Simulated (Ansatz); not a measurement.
**Ir wire along [100], 12 atoms a period: bands along the axis**

Aim: is the Ir wire along [100], 12 atoms a period a metal or a semiconductor?

Method: DFT PBE, plane waves, PAW; relaxation of a wire's period; PAW set soft_1, in the first sound run; inputs show where later runs differ, in Ansatz 0.2.0.

## Step 1: Set-up

The cell holds 12 atoms: 12 Ir. Cell: a = 12.605 Å, b = 12.605 Å, c = 3.870 Å, α = 90.0°, β = 90.0°, γ = 90.0°. Vacuum lies along a and b. The structure's axis is c.

## Step 2: Relaxing the period

Band widths follow the bond lengths, so the wire is relaxed first. The atoms and the third cell vector are free; the box across stays fixed as vacuum. A Fermi-Dirac smearing is set since the result may be a metal. The pressure printed is a third of the stress's trace over the whole box, vacuum included; only the stress along the axis is relaxed.

File input.yaml:

```yaml
crystal:
  lattice:
    - [12.605, 0.0, 0.0]
    - [0.0, 12.605, 0.0]
    - [0.0, 0.0, 3.87]
  atoms:
    - { symbol: Ir, position: [0.269734232, 0.576755256, 0.0] }
    - { symbol: Ir, position: [0.423244744, 0.423244744, 0.0] }
    - { symbol: Ir, position: [0.423244744, 0.730265768, 0.0] }
    - { symbol: Ir, position: [0.576755256, 0.269734232, 0.0] }
    - { symbol: Ir, position: [0.576755256, 0.576755256, 0.0] }
    - { symbol: Ir, position: [0.730265768, 0.423244744, 0.0] }
    - { symbol: Ir, position: [0.269734232, 0.423244744, 0.5] }
    - { symbol: Ir, position: [0.423244744, 0.269734232, 0.5] }
    - { symbol: Ir, position: [0.423244744, 0.576755256, 0.5] }
    - { symbol: Ir, position: [0.576755256, 0.423244744, 0.5] }
    - { symbol: Ir, position: [0.576755256, 0.730265768, 0.5] }
    - { symbol: Ir, position: [0.730265768, 0.576755256, 0.5] }
kpoints:
  mp_grid: { grid: [1, 1, 21] }
scf:
  occupations: { method: fermi_dirac, width: 0.05 }
hamiltonian:
  xc: pbe
  pseudopotentials: { kind: paw, azcp: { folder: soft_1 } }
relax:
  cell: { fix: [a, b, alpha, beta, gamma] }
  max_steps: 45
  f_tol: 0.03
```

Run with:

```sh
$ ansatz run input.yaml --threads 4 --pin off --max-ram 16384MiB --backend cpu --events-out ev --progress --plain --runs-dir out
```

Numbers of over 12 decimals in the logs are rounded to 6 here.

Output:

```text
Engine: ansatz 0.2.0, x86_64-unknown-linux-gnu
Pseudopotentials: kind: paw
Pseudopotential: Ir, paw, valence charge 17, recommended cutoff 420 eV (normal), soft_1/Ir.paw.azcp
Functional definition: PBE
  parameter kappa = 0.804
  parameter beta = 0.066725
  exchange = pbe_x(kappa = kappa, mu = beta*pi^2/3)
  correlation = pbe_c(beta = beta)
Crystal: 12 atoms, lattice volume = 614.889 Å³
Basis set: ecut = 420 eV, 12057 PW (Γ), exchange–correlation on 180×180×54 points (8 copies of the dense FFT grid, shifted against one another)
Bands: 123, of which v1, the nominal top of the filled ones, is band 102 counted from 1 (101 counted from 0)
Symmetry: 16 space group operations
Space group: P42/mcm (ITA 132), of the structure as read, at distance tolerance 8.5e-5 Å
k-points: 11 of 21
Non-local potential: Ir, projectors of the file, l = 0: 3, l = 1: 2, l = 2: 2, l = 3: 1
PAW form: soft (Blöchl's): semilocal exchange-correlation on the pseudo side does not see the compensation charge
PAW one-centre angular grid: Ir, 590 points (default); XC on 64 Gauss nodes
Initial density: superposition of atomic densities (neutral atoms: chi_scale 0, normalization atom)
Initial wavefunctions: pseudopotential atomic-orbital guess
Functional: x = pbe(κ = 0.804, μ = 0.219515), c = pbe(β = 0.066725)
SCF iter   1: F=—  HF=-143224.499891 eV  |F-HF|=—  |Δ(HF+E_count)|=         —  Δρ=3.15e-2  dr2=1.38e1  ethr=3.10e-3  ⟨swp⟩=7.8  Hψ=5670  notcnv=0  defer=3
preconditioner: auto → LDOS  [metal: Δε(μ)=0.024 eV  Ē_g=4.885 eV  σ=0.050 eV  W_gap=0.12  n_scr=142 (ndim 8)  ℏωp=15.6 eV  f_vac=0.557  D(μ)=23.69/eV (n_scr^D=202)  β→1.0]
SCF iter   2: F=—  HF=-143224.437329 eV  |F-HF|=—  |Δ(HF+E_count)|=   6.26e-2  Δρ=3.16e-2  dr2=1.75e1  ethr=3.10e-3  ⟨swp⟩=3.3  Hψ=3471  notcnv=0  defer=46
SCF iter   3: F=—  HF=-143221.109791 eV  |F-HF|=—  |Δ(HF+E_count)|=    3.33e0  Δρ=6.01e-3  dr2=3.34e-1  ethr=3.10e-3  ⟨swp⟩=4.0  Hψ=3426  notcnv=0  defer=39
SCF iter   4: F=—  HF=-143221.116091 eV  |F-HF|=—  |Δ(HF+E_count)|=   6.30e-3  Δρ=2.15e-3  dr2=3.66e-2  ethr=1.64e-4  ⟨swp⟩=2.2  Hψ=2187  notcnv=0  defer=43
SCF iter   5: F=—  HF=-143221.115493 eV  |F-HF|=—  |Δ(HF+E_count)|=   5.99e-4  Δρ=9.32e-4  dr2=9.06e-3  ethr=1.79e-5  ⟨swp⟩=2.0  Hψ=2378  notcnv=0  defer=43
SCF iter   6: F=—  HF=-143221.114168 eV  |F-HF|=—  |Δ(HF+E_count)|=   1.32e-3  Δρ=2.33e-4  dr2=1.03e-3  ethr=4.44e-6  ⟨swp⟩=2.4  Hψ=2256  notcnv=0  defer=43
SCF iter   7: F=—  HF=-143221.114114 eV  |F-HF|=—  |Δ(HF+E_count)|=   5.41e-5  Δρ=8.87e-5  dr2=7.73e-5  ethr=5.04e-7  ⟨swp⟩=3.2  Hψ=2362  notcnv=0  defer=43
SCF iter   8: F=—  HF=-143221.113471 eV  |F-HF|=—  |Δ(HF+E_count)|=   6.43e-4  Δρ=2.86e-5  dr2=6.77e-6  ethr=3.79e-8  ⟨swp⟩=2.0  Hψ=1968  notcnv=0  defer=43
SCF iter   9: F=—  HF=-143221.113475 eV  |F-HF|=—  |Δ(HF+E_count)|=   3.61e-6  Δρ=1.06e-5  dr2=6.59e-7  ethr=3.32e-9  ⟨swp⟩=2.0  Hψ=1934  notcnv=0  defer=43
SCF iter  10: F=-143221.113475 eV  HF=-143221.113475 eV  |F-HF|=2.47e-8  |Δ(HF+E_count)|=   3.45e-7  Δρ=2.73e-6  dr2=6.12e-8  ethr=4.90e-11  ⟨swp⟩=5.8  Hψ=5161  notcnv=0
SCF 1 converged in 10 iterations: F = -143221.113475 eV  dr2 = 6.12e-8
  greatest PAW one-centre occupation: 1.000 electrons in one spin orbital (limit 2), on the Ir atom at site 4 (counted from 0), in its partial waves of l = 0
relax step   1: F+E_penalty+E_count = -143221.11347508 eV  Δ(F+E_penalty+E_count) = +0.000e0 eV  max|allowed force component| = 1.921e0 eV/Å  Δτ_max = 0.0000 Å  P = -6.861 GPa  Ω = 614.889 Å³  fix = [a, b, alpha, beta, gamma]  reactions: a -6.684, b -6.684 GPa  (10 SCF iters, dr2 threshold 1.00e-7 eV, accepted)
Crystal: 12 atoms, lattice volume = 596.060 Å³
Basis set: ecut = 420 eV, 11665 PW (Γ), exchange–correlation on 180×180×54 points (8 copies of the dense FFT grid, shifted against one another)
Initial density: handed on by an earlier stage of this run
Initial wavefunctions: those handed on with the density
iter 1 solved again at ethr=2.74e-3 eV; its pass at ethr=3.10e-3 eV (dr2=5.59e0 eV) is discarded
SCF iter   1: F=—  HF=-143223.123616 eV  |F-HF|=—  |Δ(HF+E_count)|=         —  Δρ=1.99e-2  dr2=5.64e0  ethr=2.74e-3  ⟨swp⟩=1.7  Hψ=6593  notcnv=0
preconditioner: auto → LDOS  [metal: Δε(μ)=0.018 eV  Ē_g=5.476 eV  σ=0.050 eV  W_gap=0.09  n_scr=126 (ndim 8)  ℏωp=15.8 eV  f_vac=0.597  D(μ)=28.13/eV (n_scr^D=246)  β→1.0]
SCF iter   2: F=—  HF=-143222.899497 eV  |F-HF|=—  |Δ(HF+E_count)|=   2.24e-1  Δρ=9.62e-3  dr2=8.57e-1  ethr=2.74e-3  ⟨swp⟩=2.0  Hψ=2132  notcnv=0
SCF iter   3: F=—  HF=-143222.756598 eV  |F-HF|=—  |Δ(HF+E_count)|=   1.43e-1  Δρ=5.11e-3  dr2=5.24e-1  ethr=4.20e-4  ⟨swp⟩=3.0  Hψ=2867  notcnv=0  defer=45
SCF iter   4: F=—  HF=-143222.688115 eV  |F-HF|=—  |Δ(HF+E_count)|=   6.85e-2  Δρ=1.48e-3  dr2=1.49e-2  ethr=2.57e-4  ⟨swp⟩=2.0  Hψ=2073  notcnv=0  defer=45
SCF iter   5: F=—  HF=-143222.688917 eV  |F-HF|=—  |Δ(HF+E_count)|=   8.02e-4  Δρ=3.79e-4  dr2=8.07e-4  ethr=7.31e-6  ⟨swp⟩=2.2  Hψ=2113  notcnv=0  defer=45
SCF iter   6: F=—  HF=-143222.688494 eV  |F-HF|=—  |Δ(HF+E_count)|=   4.23e-4  Δρ=7.08e-5  dr2=2.41e-5  ethr=3.96e-7  ⟨swp⟩=2.1  Hψ=1981  notcnv=0  defer=45
SCF iter   7: F=—  HF=-143222.688506 eV  |F-HF|=—  |Δ(HF+E_count)|=   1.18e-5  Δρ=2.28e-5  dr2=8.71e-6  ethr=1.18e-8  ⟨swp⟩=3.1  Hψ=2697  notcnv=0  defer=45
SCF iter   8: F=-143222.688506 eV  HF=-143222.688506 eV  |F-HF|=6.07e-8  |Δ(HF+E_count)|=   2.27e-7  Δρ=8.11e-6  dr2=4.28e-7  ethr=5.88e-10  ⟨swp⟩=3.9  Hψ=5856  notcnv=0
SCF 2 converged in 8 iterations: F = -143222.688506 eV  dr2 = 4.28e-7
  greatest PAW one-centre occupation: 1.000 electrons in one spin orbital (limit 2), on the Ir atom at site 9 (counted from 0), in its partial waves of l = 0
relax step   2: F+E_penalty+E_count = -143222.68850604 eV  Δ(F+E_penalty+E_count) = -1.575e0 eV  max|allowed force component| = 1.059e0 eV/Å  Δτ_max = 0.1970 Å  P = +3.986 GPa  Ω = 596.060 Å³  energy of the carried Pulay correction = +2.480e-3 eV  fix = [a, b, alpha, beta, gamma]  reactions: a +4.048, b +4.048 GPa  (8 SCF iters, dr2 threshold 1.20e-6 eV, accepted)
Crystal: 12 atoms, lattice volume = 602.022 Å³
Basis set: ecut = 420 eV, 11769 PW (Γ), exchange–correlation on 180×180×54 points (8 copies of the dense FFT grid, shifted against one another)
iter 1 solved again at ethr=5.41e-4 eV; its pass at ethr=3.10e-3 eV (dr2=1.10e0 eV) is discarded
SCF iter   1: F=—  HF=-143223.089965 eV  |F-HF|=—  |Δ(HF+E_count)|=         —  Δρ=8.19e-3  dr2=1.04e0  ethr=5.41e-4  ⟨swp⟩=2.1  Hψ=6249  notcnv=0
preconditioner: auto → LDOS  [metal: Δε(μ)=0.010 eV  Ē_g=5.042 eV  σ=0.050 eV  W_gap=0.05  n_scr=126 (ndim 8)  ℏωp=15.7 eV  f_vac=0.580  D(μ)=25.91/eV (n_scr^D=234)  β→1.0]
SCF iter   2: F=—  HF=-143223.047811 eV  |F-HF|=—  |Δ(HF+E_count)|=   4.22e-2  Δρ=3.46e-3  dr2=9.45e-2  ethr=5.07e-4  ⟨swp⟩=2.1  Hψ=2076  notcnv=0
SCF iter   3: F=—  HF=-143223.034247 eV  |F-HF|=—  |Δ(HF+E_count)|=   1.36e-2  Δρ=1.94e-3  dr2=7.43e-2  ethr=4.63e-5  ⟨swp⟩=2.6  Hψ=2768  notcnv=0  defer=15
SCF iter   4: F=—  HF=-143223.024912 eV  |F-HF|=—  |Δ(HF+E_count)|=   9.33e-3  Δρ=6.82e-4  dr2=8.22e-3  ethr=3.64e-5  ⟨swp⟩=2.1  Hψ=1957  notcnv=0  defer=30
SCF iter   5: F=—  HF=-143223.024695 eV  |F-HF|=—  |Δ(HF+E_count)|=   2.17e-4  Δρ=1.21e-4  dr2=1.95e-4  ethr=4.03e-6  ⟨swp⟩=2.0  Hψ=1788  notcnv=0  defer=30
SCF iter   6: F=—  HF=-143223.024086 eV  |F-HF|=—  |Δ(HF+E_count)|=   6.08e-4  Δρ=2.64e-5  dr2=4.66e-6  ethr=9.58e-8  ⟨swp⟩=2.2  Hψ=2064  notcnv=0  defer=30
SCF iter   7: F=-143223.024089 eV  HF=-143223.024089 eV  |F-HF|=8.96e-8  |Δ(HF+E_count)|=   2.37e-6  Δρ=7.31e-6  dr2=2.37e-7  ethr=5.88e-10  ⟨swp⟩=5.5  Hψ=5320  notcnv=0
SCF 3 converged in 7 iterations: F = -143223.024089 eV  dr2 = 2.37e-7
relax step   3: F+E_penalty+E_count = -143223.02408888 eV  Δ(F+E_penalty+E_count) = -3.356e-1 eV  max|allowed force component| = 2.466e-1 eV/Å  Δτ_max = 0.0724 Å  P = -0.875 GPa  Ω = 602.022 Å³  energy of the carried Pulay correction = +1.681e-3 eV  fix = [a, b, alpha, beta, gamma]  reactions: a -0.813, b -0.813 GPa  (7 SCF iters, dr2 threshold 1.20e-6 eV, accepted)
Crystal: 12 atoms, lattice volume = 600.634 Å³
Basis set: ecut = 420 eV, 11753 PW (Γ), exchange–correlation on 180×180×54 points (8 copies of the dense FFT grid, shifted against one another)
iter 1 solved again at ethr=1.78e-5 eV; its pass at ethr=3.10e-3 eV (dr2=3.63e-2 eV) is discarded
SCF iter   1: F=—  HF=-143223.057508 eV  |F-HF|=—  |Δ(HF+E_count)|=         —  Δρ=1.71e-3  dr2=3.61e-2  ethr=1.78e-5  ⟨swp⟩=2.1  Hψ=5002  notcnv=0
preconditioner: auto → LDOS  [metal: Δε(μ)=0.008 eV  Ē_g=5.121 eV  σ=0.050 eV  W_gap=0.04  n_scr=126 (ndim 8)  ℏωp=15.7 eV  f_vac=0.583  D(μ)=27.86/eV (n_scr^D=238)  β→1.0]
SCF iter   2: F=—  HF=-143223.055929 eV  |F-HF|=—  |Δ(HF+E_count)|=   1.58e-3  Δρ=7.76e-4  dr2=5.11e-3  ethr=1.77e-5  ⟨swp⟩=2.1  Hψ=2032  notcnv=0
SCF iter   3: F=—  HF=-143223.055310 eV  |F-HF|=—  |Δ(HF+E_count)|=   6.19e-4  Δρ=4.70e-4  dr2=2.94e-3  ethr=2.51e-6  ⟨swp⟩=2.5  Hψ=2515  notcnv=0
SCF iter   4: F=—  HF=-143223.054834 eV  |F-HF|=—  |Δ(HF+E_count)|=   4.76e-4  Δρ=1.11e-4  dr2=1.28e-4  ethr=1.44e-6  ⟨swp⟩=2.0  Hψ=1992  notcnv=0
SCF iter   5: F=—  HF=-143223.054189 eV  |F-HF|=—  |Δ(HF+E_count)|=   6.45e-4  Δρ=3.59e-5  dr2=4.77e-6  ethr=6.29e-8  ⟨swp⟩=2.7  Hψ=2254  notcnv=0
SCF iter   6: F=-143223.054193 eV  HF=-143223.054193 eV  |F-HF|=2.58e-7  |Δ(HF+E_count)|=   3.71e-6  Δρ=7.76e-6  dr2=5.30e-7  ethr=5.88e-10  ⟨swp⟩=5.0  Hψ=5147  notcnv=0
SCF 4 converged in 6 iterations: F = -143223.054193 eV  dr2 = 5.30e-7
relax step   4: F+E_penalty+E_count = -143223.05419261 eV  Δ(F+E_penalty+E_count) = -3.010e-2 eV  max|allowed force component| = 8.005e-2 eV/Å  Δτ_max = 0.0129 Å  P = -0.070 GPa  Ω = 600.634 Å³  energy of the carried Pulay correction = +1.866e-3 eV  fix = [a, b, alpha, beta, gamma]  reactions: a -0.054, b -0.054 GPa  (6 SCF iters, dr2 threshold 1.20e-6 eV, accepted)
Crystal: 12 atoms, lattice volume = 601.172 Å³
iter 1 solved again at ethr=2.80e-6 eV; its pass at ethr=3.10e-3 eV (dr2=5.71e-3 eV) is discarded
SCF iter   1: F=—  HF=-143223.060425 eV  |F-HF|=—  |Δ(HF+E_count)|=         —  Δρ=1.26e-3  dr2=6.12e-3  ethr=2.80e-6  ⟨swp⟩=3.0  Hψ=5497  notcnv=0
preconditioner: auto → LDOS  [metal: Δε(μ)=0.015 eV  Ē_g=5.114 eV  σ=0.050 eV  W_gap=0.08  n_scr=126 (ndim 8)  ℏωp=15.7 eV  f_vac=0.583  D(μ)=29.08/eV (n_scr^D=246)  β→1.0]
SCF iter   2: F=—  HF=-143223.059769 eV  |F-HF|=—  |Δ(HF+E_count)|=   6.56e-4  Δρ=6.03e-4  dr2=2.97e-3  ethr=2.80e-6  ⟨swp⟩=2.1  Hψ=2457  notcnv=0
SCF iter   3: F=—  HF=-143223.059130 eV  |F-HF|=—  |Δ(HF+E_count)|=   6.39e-4  Δρ=2.02e-4  dr2=3.62e-4  ethr=1.46e-6  ⟨swp⟩=2.1  Hψ=2382  notcnv=0
SCF iter   4: F=—  HF=-143223.058416 eV  |F-HF|=—  |Δ(HF+E_count)|=   7.14e-4  Δρ=7.18e-5  dr2=8.78e-5  ethr=1.77e-7  ⟨swp⟩=3.0  Hψ=2713  notcnv=0
SCF iter   5: F=—  HF=-143223.058415 eV  |F-HF|=—  |Δ(HF+E_count)|=   7.26e-7  Δρ=3.09e-5  dr2=1.31e-5  ethr=4.31e-8  ⟨swp⟩=1.0  Hψ=1353  notcnv=0
SCF iter   6: F=—  HF=-143223.058416 eV  |F-HF|=—  |Δ(HF+E_count)|=   1.11e-6  Δρ=9.27e-6  dr2=7.91e-7  ethr=6.41e-9  ⟨swp⟩=1.9  Hψ=1756  notcnv=0
SCF iter   7: F=-143223.058416 eV  HF=-143223.058416 eV  |F-HF|=3.16e-8  |Δ(HF+E_count)|=   1.95e-7  Δρ=1.90e-6  dr2=4.24e-8  ethr=1.96e-10  ⟨swp⟩=5.0  Hψ=4811  notcnv=0
SCF 5 converged in 7 iterations: F = -143223.058416 eV  dr2 = 4.24e-8
relax step   5: F+E_penalty+E_count = -143223.05841643 eV  Δ(F+E_penalty+E_count) = -4.224e-3 eV  max|allowed force component| = 8.892e-3 eV/Å  Δτ_max = 0.0189 Å  P = -0.020 GPa  Ω = 601.172 Å³  energy of the carried Pulay correction = +1.794e-3 eV  fix = [a, b, alpha, beta, gamma]  reactions: a -0.026, b -0.026 GPa  (7 SCF iters, dr2 threshold 4.01e-7 eV, accepted)
Initial wavefunctions: pseudopotential atomic-orbital guess (no wavefunctions were taken with the density)
iter 1 solved again at ethr=5.26e-7 eV; its pass at ethr=3.10e-3 eV (dr2=1.07e-3 eV) is discarded
SCF iter   1: F=—  HF=-143223.056815 eV  |F-HF|=—  |Δ(HF+E_count)|=         —  Δρ=4.41e-5  dr2=1.95e-6  ethr=5.26e-7  ⟨swp⟩=4.2  Hψ=10171  notcnv=0
eigensolver tolerance schedule: the retry pair's looser diagonalisation over-reported the residual by 549.69 of it (diagonalisation noise at 0.10 of the residual, at the tolerance the schedule requests for it); recorded, not acted on — ethr = c·dr2/N_el stays at c = 1.0e-1
preconditioner: auto → LDOS  [metal: Δε(μ)=0.013 eV  Ē_g=5.114 eV  σ=0.050 eV  W_gap=0.06  n_scr=126 (ndim 8)  ℏωp=15.7 eV  f_vac=0.583  D(μ)=29.00/eV (n_scr^D=246)  β→1.0]
SCF iter   2: F=—  HF=-143223.056176 eV  |F-HF|=—  |Δ(HF+E_count)|=   6.39e-4  Δρ=1.16e-5  dr2=3.60e-7  ethr=9.55e-10  ⟨swp⟩=3.1  Hψ=3266  notcnv=0
SCF iter   3: F=—  HF=-143223.056176 eV  |F-HF|=—  |Δ(HF+E_count)|=   1.14e-7  Δρ=3.76e-6  dr2=5.18e-8  ethr=1.77e-10  ⟨swp⟩=2.5  Hψ=2418  notcnv=0
SCF iter   4: F=—  HF=-143223.056176 eV  |F-HF|=—  |Δ(HF+E_count)|=   1.26e-8  Δρ=5.94e-7  dr2=3.64e-9  ethr=2.54e-11  ⟨swp⟩=3.1  Hψ=2898  notcnv=0
SCF iter   5: F=—  HF=-143223.056176 eV  |F-HF|=—  |Δ(HF+E_count)|=  2.04e-10  Δρ=2.34e-7  dr2=3.83e-10  ethr=1.78e-12  ⟨swp⟩=2.1  Hψ=2029  notcnv=0
SCF iter   6: F=-143223.056176 eV  HF=-143223.056176 eV  |F-HF|=1.46e-10  |Δ(HF+E_count)|=  2.91e-11  Δρ=6.09e-8  dr2=8.90e-11  ethr=1.00e-12  ⟨swp⟩=5.0  Hψ=5253  notcnv=0
SCF 6 converged in 6 iterations: F = -143223.056176 eV  dr2 = 8.90e-11
relax step   6: F+E_penalty+E_count = -143223.05617563 eV  Δ(F+E_penalty+E_count) = +2.241e-3 eV  max|allowed force component| = 9.032e-3 eV/Å  Δτ_max = 0.0000 Å  P = -0.015 GPa  Ω = 601.172 Å³  fix = [a, b, alpha, beta, gamma]  reactions: a -0.021, b -0.021 GPa  stress off target by 2.07e-3 GPa on what of the cell is left free  SCF on the basis re-selected at this cell (its energy is not comparable with the rows above)  (6 SCF iters)
basis re-selected at this cell: Δ(F+E_penalty+E_count) = +2.241e-3 eV, ΔP = +0.005 GPa vs the last step (what re-selecting the basis moved, of the pressure what is left beyond the Pulay correction that the steps carried, after the strain that the cell walked since its last selection, with what the two solves' SCF thresholds leave and, on support functions, any second-order correction that the steps lacked; it is no m [...]
SCF converged after 6 iterations
Free energy (F): -143223.056176 eV
Harris-Foulkes:  -143223.056176 eV  (|F-HF|=1.46e-10)
Internal energy: -143222.830485 eV  (E = F + TS)
E sigma→0 (E₀):  -143222.943330 eV
Entropy (-TS):   -0.225691 eV (-18.808 meV/atom)
Fermi energy:    3.819730 eV
--- Per-component energies (eV) ---
  E_band       = -5349.102092
  E_kinetic    = 6472.335749
  E_local      = -112988.143553  (includes V_loc(G=0)·N_el)
  E_nonlocal   = 2292.351153
  E_hartree    = 52651.003907
  E_xc         = -2743.026630
  E_vxc        = -3052.173567  (∫ρ·V_xc dr)
  E_paw        = -111187.422599  (= ΣΔE_a)
  E_vpaw       = -3375.481293  (= ΣTr[D̂ρ^β])
  E_aug_tail   = 0.004323  (compensation charges beyond the density's cutoff)
  E_ewald      = 22280.067166
  E_smearing   = -0.225691  (= −TS)
  E_closure    = 0.000000  (closes the sum)
  Σ components = -143223.056176   (vs F -143223.056176, Δ=0.00e0)
--- Forces (eV/Å), atoms counted from 1 ---
  atom   1  Ir     0.00864866     0.00903237    -0.00000000
  atom   2  Ir    -0.00029078    -0.00029078     0.00000000
  atom   3  Ir    -0.00903237    -0.00864866     0.00000000
  atom   4  Ir     0.00903237     0.00864866    -0.00000000
  atom   5  Ir     0.00029078     0.00029078    -0.00000000
  atom   6  Ir    -0.00864866    -0.00903237     0.00000000
  atom   7  Ir     0.00864866    -0.00903237    -0.00000000
  atom   8  Ir    -0.00903237     0.00864866     0.00000000
  atom   9  Ir    -0.00029078     0.00029078     0.00000000
  atom  10  Ir     0.00029078    -0.00029078    -0.00000000
  atom  11  Ir     0.00903237    -0.00864866    -0.00000000
  atom  12  Ir    -0.00864866     0.00903237     0.00000000
  max |Σ_I F_I| component: 3.13e-27 eV/Å
--- Stress (GPa, compression-positive) ---
       -0.020960       0.000000       0.000000
        0.000000      -0.020960      -0.000000
        0.000000      -0.000000      -0.002071
  P = ⅓ Tr σ = -0.0147 GPa (-0.147 kbar)
--- Relaxed structure (5 steps of the walk, 5 accepted, 1 SCFs on fresh bases) ---
  F+E_penalty+E_count = -143223.05617563 eV   max|allowed force component| = 9.032e-3 eV/Å   (the final SCF, on the basis selected at the relaxed cell)
  cell:  # Å, volume = 601.1718 Å³
    - [12.605, 0, 0]
    - [0, 12.605, 0]
    - [0, 0, 3.783667]
  atoms:
    - { symbol: Ir, position: [0.278495, 0.569866, 0] }
    - { symbol: Ir, position: [0.419369, 0.419369, 0] }
    - { symbol: Ir, position: [0.430134, 0.721505, 0] }
    - { symbol: Ir, position: [0.569866, 0.278495, 0] }
    - { symbol: Ir, position: [0.580631, 0.580631, 0] }
    - { symbol: Ir, position: [0.721505, 0.430134, 0] }
    - { symbol: Ir, position: [0.278495, 0.430134, 0.5] }
    - { symbol: Ir, position: [0.430134, 0.278495, 0.5] }
    - { symbol: Ir, position: [0.419369, 0.580631, 0.5] }
    - { symbol: Ir, position: [0.580631, 0.419369, 0.5] }
    - { symbol: Ir, position: [0.569866, 0.721505, 0.5] }
    - { symbol: Ir, position: [0.721505, 0.569866, 0.5] }
```

Elapsed: 77 s, on 4 threads of Intel Xeon Platinum 8488C (Sapphire Rapids), shared host; peak memory 2 GiB.

(Part 1 of 2 ends here.)

[Logs are printed without paths, hosts, clocks, repeated set-up lines and the standing remarks that a program may print on its own settings, such as how far it seeks lower states.]

[Hosts, paths, dates, database ids (printed as entryN), source tags and the programs' standing remarks are cut or masked in the printed files.]
